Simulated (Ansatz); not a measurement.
# Ca on Cu(100): change of the work function

Wanted: Δφ(θ) for Ca/Cu(100), starting from the hollow site.

Calculated with Ansatz 0.2.0; plane-wave DFT, PBE, Ansatz PAW.

The raw output is cut from this account; settings, times and results stay.

### Step 1. The system as given

The cell holds 4 atoms: 4 Cu. Its edges and angles: a = 2.553 Å, b = 2.553 Å, c = 23.415 Å, α = 90.0°, β = 90.0°, γ = 90.0°. Vacuum lies along c.

### Step 2. The clean slab

The bare slab comes first, as the zero from which every change is counted. The two lowest layers are held at bulk places and the upper ones relax. The dipole correction removes the false field that a one-sided slab makes across the periodic vacuum, so each face gets a flat vacuum level of its own.

The input, input.yaml:

```yaml
crystal:
  lattice:
    - [2.5526554801, 0.0, 0.0]
    - [0.0, 2.5526554801, 0.0]
    - [0.0, 0.0, 23.415]
  atoms:
    - { symbol: Cu, position: [0.5, 0.5, 0.3843689942] }
    - { symbol: Cu, position: [0.0, 0.0, 0.4614563314] }
    - { symbol: Cu, position: [0.5, 0.5, 0.5385436686] }
    - { symbol: Cu, position: [0.0, 0.0, 0.6156310058] }
kpoints:
  mp_grid: { grid: [12, 12, 1] }
hamiltonian:
  xc: pbe
scf:
  occupations: { method: fermi_dirac, width: 0.1 }
  convergence: { dr2_threshold: 1.0e-08 }
efield:
  axis: 3
  dipole_correction: true
  ramp_position: 0.97
  ramp_width: 0.06
relax:
  f_tol: 0.02
  max_steps: 60
  constraints: [{ sites: [0, 1] }]
output:
  write_potential: true
  write_density: true
  volumetric_format: npy
```

On the command line:

```
$ ansatz run input.yaml --threads 4 --pin off --max-ram 16384MiB --backend cpu --events-out ev --progress --plain --runs-dir out
```

It took 18 s on 4 threads of Arm Neoverse V1, shared host; peak memory 0.51 GiB; 69 s of CPU time.

Relaxation path:

| step | energy less that of the first step (eV) | largest force component (eV/Å) |
| --- | --- | --- |
| 1 | 0.0000 | 0.2181 |
| 2 | -0.0019 | 0.1395 |
| 3 | -0.0033 | 0.0021 |

Forces are held to the 8 operations that the program found; a distortion that breaks them can't arise in this run.

The atoms that moved most (Å):

| atom | dx | dy | dz | length |
| --- | --- | --- | --- | --- |
| Cu3 | 0.000 | 0.000 | 0.031 | 0.031 |

Final coordinates:

```xyz
4
Lattice="2.5527 0.0000 0.0000 0.0000 2.5527 0.0000 0.0000 0.0000 23.4150" Properties=species:S:1:pos:R:3
Cu    1.2763    1.2763    9.0000
Cu    0.0000    0.0000   10.8050
Cu    1.2763    1.2763   12.6413
Cu    0.0000    0.0000   14.4180
```

Numbers from this step:

```
energy at zero smearing   : -26499.4726 eV
work function, upper face : 4.571 eV
dipole along the normal   : 4.05e-4 e·Å
```

Running mean over 1.805 Å of the planar mean; the ramp of the sawtooth is left out. The electron's electrostatic potential energy less the Fermi level by z:

| z (Å) | electron's electrostatic potential energy less the Fermi level (eV) |
| --- | --- |
| 3.0 | 4.58 |
| 3.5 | 4.58 |
| 4.0 | 4.58 |
| 4.5 | 4.58 |
| 5.0 | 4.58 |
| 5.5 | 4.57 |
| 6.0 | 4.54 |
| 6.5 | 4.45 |
| 7.0 | 4.10 |
| 7.5 | 2.70 |
| 8.0 | -1.44 |
| 8.5 | -6.20 |
| 9.0 | -8.30 |
| 9.5 | -8.63 |
| 10.0 | -8.72 |
| 10.5 | -8.78 |
| 11.0 | -8.72 |
| 11.5 | -8.54 |
| 12.0 | -8.55 |
| 12.5 | -8.77 |
| 13.0 | -8.94 |
| 13.5 | -9.00 |
| 14.0 | -8.80 |
| 14.5 | -8.20 |
| 15.0 | -5.53 |
| 15.5 | -0.619 |
| 16.0 | 3.08 |
| 16.5 | 4.18 |
| 17.0 | 4.46 |
| 17.5 | 4.54 |
| 18.0 | 4.56 |
| 18.5 | 4.57 |
| 19.0 | 4.57 |
| 19.5 | 4.57 |
| 20.0 | 4.57 |

The relaxation took 3 steps and lowered the energy by 0.0033 eV; the largest force on the free atoms ends at 0.0021 eV/Å.

The work function of the upper face is 4.57 eV.

### Step 3. The covered slab, k-mesh 4×4×1, coverage 0.111 ML

System of this step: Ca/Cu(100). The cell holds 37 atoms: 36 Cu and 1 Ca. Its edges and angles: a = 7.658 Å, b = 7.658 Å, c = 26.027 Å, α = 90.0°, β = 90.0°, γ = 90.0°. Vacuum lies along c.

The clean slab as it ended is repeated in the plane and the adsorbate is set on one face; the cell's size fixes the coverage, and the k-mesh shrinks with it to keep the sampling density about even. Adsorbate and upper layers relax, since the dipole depends on the height.

The input, input.yaml:

```yaml
crystal:
  lattice:
    - [7.6579664403, 0.0, 0.0]
    - [0.0, 7.6579664403, 0.0]
    - [0.0, 0.0, 26.0268191479]
  atoms:
    - { symbol: Cu, position: [0.1666666667, 0.1666666667, 0.3457971544] }
    - { symbol: Cu, position: [0.0, 0.0, 0.4151486949] }
    - { symbol: Cu, position: [0.1666666667, 0.1666666667, 0.4857039906] }
    - { symbol: Cu, position: [0.0, 0.0, 0.5539658675] }
    - { symbol: Cu, position: [0.1666666667, 0.5, 0.3457971544] }
    - { symbol: Cu, position: [0.0, 0.3333333333, 0.4151486949] }
    - { symbol: Cu, position: [0.1666666667, 0.5, 0.4857039906] }
    - { symbol: Cu, position: [0.0, 0.3333333333, 0.5539658675] }
[... 25 atom lines left out ...]
    - { symbol: Cu, position: [0.6666666667, 0.6666666667, 0.4151486949] }
    - { symbol: Cu, position: [0.8333333333, 0.8333333333, 0.4857039906] }
    - { symbol: Cu, position: [0.6666666667, 0.6666666667, 0.5539658675] }
    - { symbol: Ca, position: [0.1666666667, 0.1666666667, 0.6542028456] }
kpoints:
  mp_grid: { grid: [4, 4, 1] }
hamiltonian:
  xc: pbe
scf:
  occupations: { method: fermi_dirac, width: 0.1 }
  convergence: { dr2_threshold: 1.0e-08 }
efield:
  axis: 3
  dipole_correction: true
  ramp_position: 0.97
  ramp_width: 0.06
relax:
  f_tol: 0.02
  max_steps: 60
  constraints:
    - { sites: [0, 1, 4, 5, 8, 9, 12, 13, 16, 17, 20, 21, 24, 25, 28, 29, 32, 33] }
output:
  write_potential: true
  write_density: true
  volumetric_format: npy
```

The job ended after 23 min (4 threads; peak memory 11 GiB; 1.5 h of CPU time).

Step by step:

| step | energy less that of the first step (eV) | largest force component (eV/Å) |
| --- | --- | --- |
| 1 | 0.0000 | 1.2154 |
| 2 | -0.2123 | 0.8255 |
| 3 | -0.2654 | 0.5156 |
| 4 | -0.2778 | 0.6667 |
| 5 | -0.3191 | 0.1530 |
| 6 | -0.3222 | 0.0053 |

Forces are held to the 8 operations that the program found; a distortion that breaks them can't arise in this run.

The atoms that moved most (Å):

| atom | dx | dy | dz | length |
| --- | --- | --- | --- | --- |
| Ca37 | 0.000 | 0.000 | -0.434 | 0.434 |
| Cu32 | 0.000 | -0.004 | 0.030 | 0.031 |
| Cu24 | -0.004 | 0.000 | 0.030 | 0.031 |
| Cu12 | 0.004 | 0.000 | 0.030 | 0.031 |
| Cu28 | 0.000 | 0.004 | 0.030 | 0.031 |
| Cu3 | 0.000 | 0.000 | -0.025 | 0.025 |
| Cu4 | -0.010 | -0.010 | 0.000 | 0.014 |
| Cu16 | 0.010 | -0.010 | 0.000 | 0.014 |

Final coordinates:

```
Cu Ca
1.0
     7.65797    0.00000    0.00000
     0.00000    7.65797    0.00000
     0.00000    0.00000   26.02682
Cu Ca
36 1
Direct
  0.16667 0.16667 0.34580
  0.00000 0.00000 0.41515
  0.16667 0.16667 0.48476
  0.99867 0.99867 0.55395
  0.16667 0.50000 0.34580
  0.00000 0.33333 0.41515
  0.16667 0.50066 0.48551
  0.99867 0.33466 0.55395
  0.16667 0.83333 0.34580
  0.00000 0.66667 0.41515
  0.16667 0.83267 0.48551
  0.00049 0.66667 0.55513
  0.50000 0.16667 0.34580
  0.33333 0.00000 0.41515
  0.50066 0.16667 0.48551
  0.33466 0.99867 0.55395
  0.50000 0.50000 0.34580
  0.33333 0.33333 0.41515
  0.50051 0.50051 0.48576
  0.33466 0.33466 0.55395
  0.50000 0.83333 0.34580
  0.33333 0.66667 0.41515
  0.50051 0.83283 0.48576
  0.33284 0.66667 0.55513
  0.83333 0.16667 0.34580
  0.66667 0.00000 0.41515
  0.83267 0.16667 0.48551
  0.66667 0.00049 0.55513
  0.83333 0.50000 0.34580
  0.66667 0.33333 0.41515
  0.83283 0.50051 0.48576
  0.66667 0.33284 0.55513
  0.83333 0.83333 0.34580
  0.66667 0.66667 0.41515
  0.83283 0.83283 0.48576
  0.66667 0.66667 0.55429
  0.16667 0.16667 0.63751
```

This step gave:

| Item | Value |
| --- | --- |
| energy at zero smearing | -240312.7992 eV |
| work function, upper face | 2.506 eV |
| work function, lower face | 4.536 eV |
| dipole along the normal | 0.6579 e·Å |
| step between the vacuum levels | -2.030 eV |

Running mean over 1.805 Å of the planar mean; the ramp of the sawtooth is left out. Table of electron's electrostatic potential energy less the Fermi level by z:

z (Å), electron's electrostatic potential energy less the Fermi level (eV) and a bar from the least value:
```
      3.5       4.54 ##############################
      4.0       4.54 ##############################
      4.5       4.54 ##############################
      5.0       4.53 ##############################
      5.5       4.53 ##############################
      6.0       4.50 ##############################
      6.5       4.40 ##############################
      7.0       4.06 #############################
      7.5       2.68 ##########################
      8.0      -1.46 #################
      8.5      -6.21 ######
      9.0      -8.32 #
      9.5      -8.65 
     10.0      -8.74 
     10.5      -8.80 
     11.0      -8.75 
     11.5      -8.59 #
     12.0      -8.60 #
     12.5      -8.78 
     13.0      -8.86 
     13.5      -8.85 
     14.0      -8.73 
     14.5      -8.27 #
     15.0      -5.95 #######
     15.5      -1.76 ################
     16.0       0.99 ######################
     16.5       1.33 #######################
     17.0       1.32 #######################
     17.5       1.66 ########################
     18.0       2.12 #########################
     18.5       2.35 #########################
     19.0       2.44 #########################
     19.5       2.48 #########################
     20.0       2.49 #########################
     20.5       2.50 #########################
     21.0       2.50 #########################
     21.5       2.51 #########################
     22.0       2.51 #########################
     22.5       2.51 #########################
```

The relaxation took 6 steps and lowered the energy by 0.32 eV; the largest force on the free atoms ends at 0.0053 eV/Å.

The covered face has 2.51 eV, -2.06 eV against the clean one; the bare back face has moved by -0.05 eV, a measure of how thin the slab is.

### Step 4. Adsorbate added, k-mesh 6×6×1, coverage 0.25 ML

System of this step: Ca/Cu(100). The cell holds 17 atoms: 16 Cu and 1 Ca. Its edges and angles: a = 5.105 Å, b = 5.105 Å, c = 26.027 Å, α = 90.0°, β = 90.0°, γ = 90.0°. Vacuum lies along c.

Another coverage, to see how the dipoles act on each other as their distance changes.

The input, input.yaml:

```yaml
crystal:
  lattice:
    - [5.1053109602, 0.0, 0.0]
    - [0.0, 5.1053109602, 0.0]
    - [0.0, 0.0, 26.0268191479]
  atoms:
    - { symbol: Cu, position: [0.25, 0.25, 0.3457971544] }
    - { symbol: Cu, position: [0.0, 0.0, 0.4151486949] }
    - { symbol: Cu, position: [0.25, 0.25, 0.4857039906] }
    - { symbol: Cu, position: [0.0, 0.0, 0.5539658675] }
    - { symbol: Cu, position: [0.25, 0.75, 0.3457971544] }
    - { symbol: Cu, position: [0.0, 0.5, 0.4151486949] }
    - { symbol: Cu, position: [0.25, 0.75, 0.4857039906] }
    - { symbol: Cu, position: [0.0, 0.5, 0.5539658675] }
    - { symbol: Cu, position: [0.75, 0.25, 0.3457971544] }
    - { symbol: Cu, position: [0.5, 0.0, 0.4151486949] }
    - { symbol: Cu, position: [0.75, 0.25, 0.4857039906] }
    - { symbol: Cu, position: [0.5, 0.0, 0.5539658675] }
    - { symbol: Cu, position: [0.75, 0.75, 0.3457971544] }
    - { symbol: Cu, position: [0.5, 0.5, 0.4151486949] }
    - { symbol: Cu, position: [0.75, 0.75, 0.4857039906] }
    - { symbol: Cu, position: [0.5, 0.5, 0.5539658675] }
    - { symbol: Ca, position: [0.25, 0.25, 0.6542028456] }
kpoints:
  mp_grid: { grid: [6, 6, 1] }
hamiltonian:
  xc: pbe
scf:
  occupations: { method: fermi_dirac, width: 0.1 }
  convergence: { dr2_threshold: 1.0e-08 }
efield:
  axis: 3
  dipole_correction: true
  ramp_position: 0.97
  ramp_width: 0.06
relax:
  f_tol: 0.02
  max_steps: 60
  constraints: [{ sites: [0, 1, 4, 5, 8, 9, 12, 13] }]
output:
  dos: { projected: true, e_range: [-8, 4] }
  write_potential: true
  write_density: true
  volumetric_format: npy
  elf: true
```

Run time: 4.3 min. Hardware: 4 threads; peak memory 3.3 GiB; 17 min of CPU time.

The steps of the relaxation:

| step | energy less that of the first step (eV) | largest force component (eV/Å) |
| --- | --- | --- |
| 1 | 0.0000 | 0.9786 |
| 2 | -0.1579 | 0.6498 |
| 3 | -0.2352 | 0.0757 |
| 4 | -0.2378 | 0.0357 |
| 5 | -0.2382 | 0.0096 |

The run keeps the 8 symmetry operations that the program found, so distortions that break them were not tested.

The atoms that moved most (Å):

| atom | dx | dy | dz | length |
| --- | --- | --- | --- | --- |
| Ca17 | 0.000 | 0.000 | -0.378 | 0.378 |
| Cu16 | 0.014 | 0.014 | 0.026 | 0.033 |
| Cu12 | 0.014 | -0.014 | 0.026 | 0.033 |
| Cu8 | -0.014 | 0.014 | 0.026 | 0.033 |
| Cu4 | -0.014 | -0.014 | 0.026 | 0.033 |
| Cu15 | 0.000 | 0.000 | -0.023 | 0.023 |

Final coordinates:

```cif
data_structure
_symmetry_space_group_name_H-M 'P 1'
_symmetry_Int_Tables_number 1
_cell_length_a 5.1053
_cell_length_b 5.1053
_cell_length_c 26.0268
_cell_angle_alpha 90.000
_cell_angle_beta 90.000
_cell_angle_gamma 90.000
_cell_volume 678.37
loop_
_atom_site_label
_atom_site_type_symbol
_atom_site_fract_x
_atom_site_fract_y
_atom_site_fract_z
_atom_site_occupancy
Cu1 Cu 0.25000 0.25000 0.34580 1
Cu2 Cu 0.00000 0.00000 0.41515 1
Cu3 Cu 0.25000 0.25000 0.48586 1
Cu4 Cu 0.99717 0.99717 0.55497 1
Cu5 Cu 0.25000 0.75000 0.34580 1
Cu6 Cu 0.00000 0.50000 0.41515 1
Cu7 Cu 0.25000 0.75000 0.48553 1
Cu8 Cu 0.99717 0.50283 0.55497 1
Cu9 Cu 0.75000 0.25000 0.34580 1
Cu10 Cu 0.50000 0.00000 0.41515 1
Cu11 Cu 0.75000 0.25000 0.48553 1
Cu12 Cu 0.50283 0.99717 0.55497 1
Cu13 Cu 0.75000 0.75000 0.34580 1
Cu14 Cu 0.50000 0.50000 0.41515 1
Cu15 Cu 0.75000 0.75000 0.48481 1
Cu16 Cu 0.50283 0.50283 0.55497 1
Ca17 Ca 0.25000 0.25000 0.63967 1
```

Numbers from this step:

| Quantity | Value |
| --- | --- |
| energy at zero smearing | -107815.3715 eV |
| work function, upper face | 2.416 eV |
| work function, lower face | 4.519 eV |
| dipole along the normal | 0.3029 e·Å |
| step between the vacuum levels | -2.103 eV |

The density of states has structure finer than the step of the table below, so its rows give means over 0.25 eV. Peaks (eV: height): -2.890: 79.8, -2.770: 90.9, -2.530: 83.7, -2.200: 80.4, -1.860: 79.6, -1.710: 90.9, -1.530: 83.1.

Table of density of states by energy, zero at the Fermi level; means over each step:

| energy (eV) | density of states (states/eV a cell) |
| --- | --- |
| -7.75 | 1.12 |
| -7.50 | 1.19 |
| -7.25 | 1.46 |
| -7.00 | 2.59 |
| -6.75 | 2.89 |
| -6.50 | 2.00 |
| -6.25 | 2.52 |
| -6.00 | 2.99 |
| -5.75 | 3.88 |
| -5.50 | 3.56 |
| -5.25 | 5.22 |
| -5.00 | 7.13 |
| -4.75 | 12.1 |
| -4.50 | 18.1 |
| -4.25 | 23.5 |
| -4.00 | 39.8 |
| -3.75 | 25.8 |
| -3.50 | 33.0 |
| -3.25 | 42.7 |
| -3.00 | 50.5 |
| -2.75 | 66.2 |
| -2.50 | 54.2 |
| -2.25 | 69.0 |
| -2.00 | 64.2 |
| -1.75 | 78.6 |
| -1.50 | 45.0 |
| -1.25 | 11.7 |
| -1.00 | 7.49 |
| -0.75 | 5.36 |
| -0.50 | 5.63 |
| -0.25 | 6.94 |
| 0.00 | 8.38 |
| 0.25 | 6.16 |
| 0.50 | 6.91 |
| 0.75 | 6.18 |
| 1.00 | 3.77 |
| 1.25 | 10.3 |
| 1.50 | 9.71 |
| 1.75 | 11.7 |

Projected DOS per atom over height of the atomic layer and energy from the Fermi level. Layers: Cu4 Cu4 Cu4 Cu4 Ca from below.

Ten even steps from '_' (0.00 states/eV) to '@' (5.66 states/eV), each cell a mean:
```
__________
__________
__________
________..
__________
__________
__________
++----::__
@@**####__
%%++++%%__
++++**##__
--++==++__
::------__
..====::__
__::::..__
____..____
__________
__________
__________
__________
__________
__________
```
Columns: height of the atomic layer (Å) from 9 to 16.6 (not evenly spaced); rows upwards: energy from the Fermi level (eV) from -7.96 to 1.95.

Electrostatic potential energy in the ca plane at fractional y = 0.250, with atoms of Cu and Ca within 0.2 Å of it. With pseudopotentials it is smooth inside the atoms' cores, unlike the true potential.

Ten even steps from '0' (-51 eV) to '9' (6 eV), each cell a mean:
```
99988899999998889999999999999999999999999999
99853479999985347999999999999999999999999999
99620048999961004899999999999999999999999999
99610038999961003899999999999999999999999999
99731158999973125999999999999999999999999999
99976689999997678999999999999999999999999999
99999999999999999999999998899999999999999999
99988899999998889999999887788999999999999999
99853479999985347999999742368999999999999999
99620048999971004899998510037899999999999999
99610038999961003899998500037899999999999999
99731158999973125999998620157899999999999999
99976689999997678999999865678999999999999999
99999999999999999999999988889999999999999999
```
Columns run along c (16.0 Å, from fractional 0.29 to 0.90 of the cell; values clipped at the 3rd and 97th percentile), rows up along a (5.1 Å). Atoms in or near the plane, at fractional coordinates: Cu at (0.35, 0.25), Cu at (0.49, 0.25), Cu at (0.35, 0.75), Cu at (0.49, 0.75), Ca at (0.64, 0.25).

ELF in the ca plane at fractional y = 0.250, with atoms of Cu and Ca within 0.2 Å of it. It is the smooth field of the valence electrons, not physical close to the nuclei.

Ten even steps from '0' (0.00) to '9' (0.85), each cell a mean:
```
12222223222322222332234310001244321000000000
11122222222222222232233332222333211000000000
11237622222224752223223333333332110000000000
11249722222224972123222333333332110000000000
11124322222222432232233333223333210000000000
11122222222322222232233321112344321000000000
12222233222332223322333200000135432100000000
12222223222322222332332124420025653210000000
11122222222222222233331389972014664210000000
11237622222223752123321699994014665310000000
11249722222224972123321699995114665310000000
11124322222222432223321499983014664310000000
11122222222322222232332157741025654210000000
12222233222332223322333101100135542100000000
```
Columns run along c (16.0 Å, from fractional 0.29 to 0.90 of the cell), rows up along a (5.1 Å). Atoms in or near the plane, at fractional coordinates: Cu at (0.35, 0.25), Cu at (0.49, 0.25), Cu at (0.35, 0.75), Cu at (0.49, 0.75), Ca at (0.64, 0.25).

(Continued in part 2 of 2.)

[Long decimals in the printed logs are rounded to 6 places.]

[Logs are printed without paths, hosts, clocks, repeated set-up lines and the standing remarks that a program may print on its own settings, such as how far it seeks lower states.]

[Hosts, paths, dates, database ids (printed as entryN), source tags and the programs' standing remarks are cut or masked in the printed files.]

[Maps of the electrostatic potential energy from Ansatz leave out the sawtooth potential of an applied field or a dipole correction, so their vacuum need not be flat; planar profiles and work functions include it.]

[The density of states shown here was stored with 400 of the rows of the run's finer table, so its peaks can read low, often by over a quarter, or be missed, and its means over a window can be off by a tenth or more.]
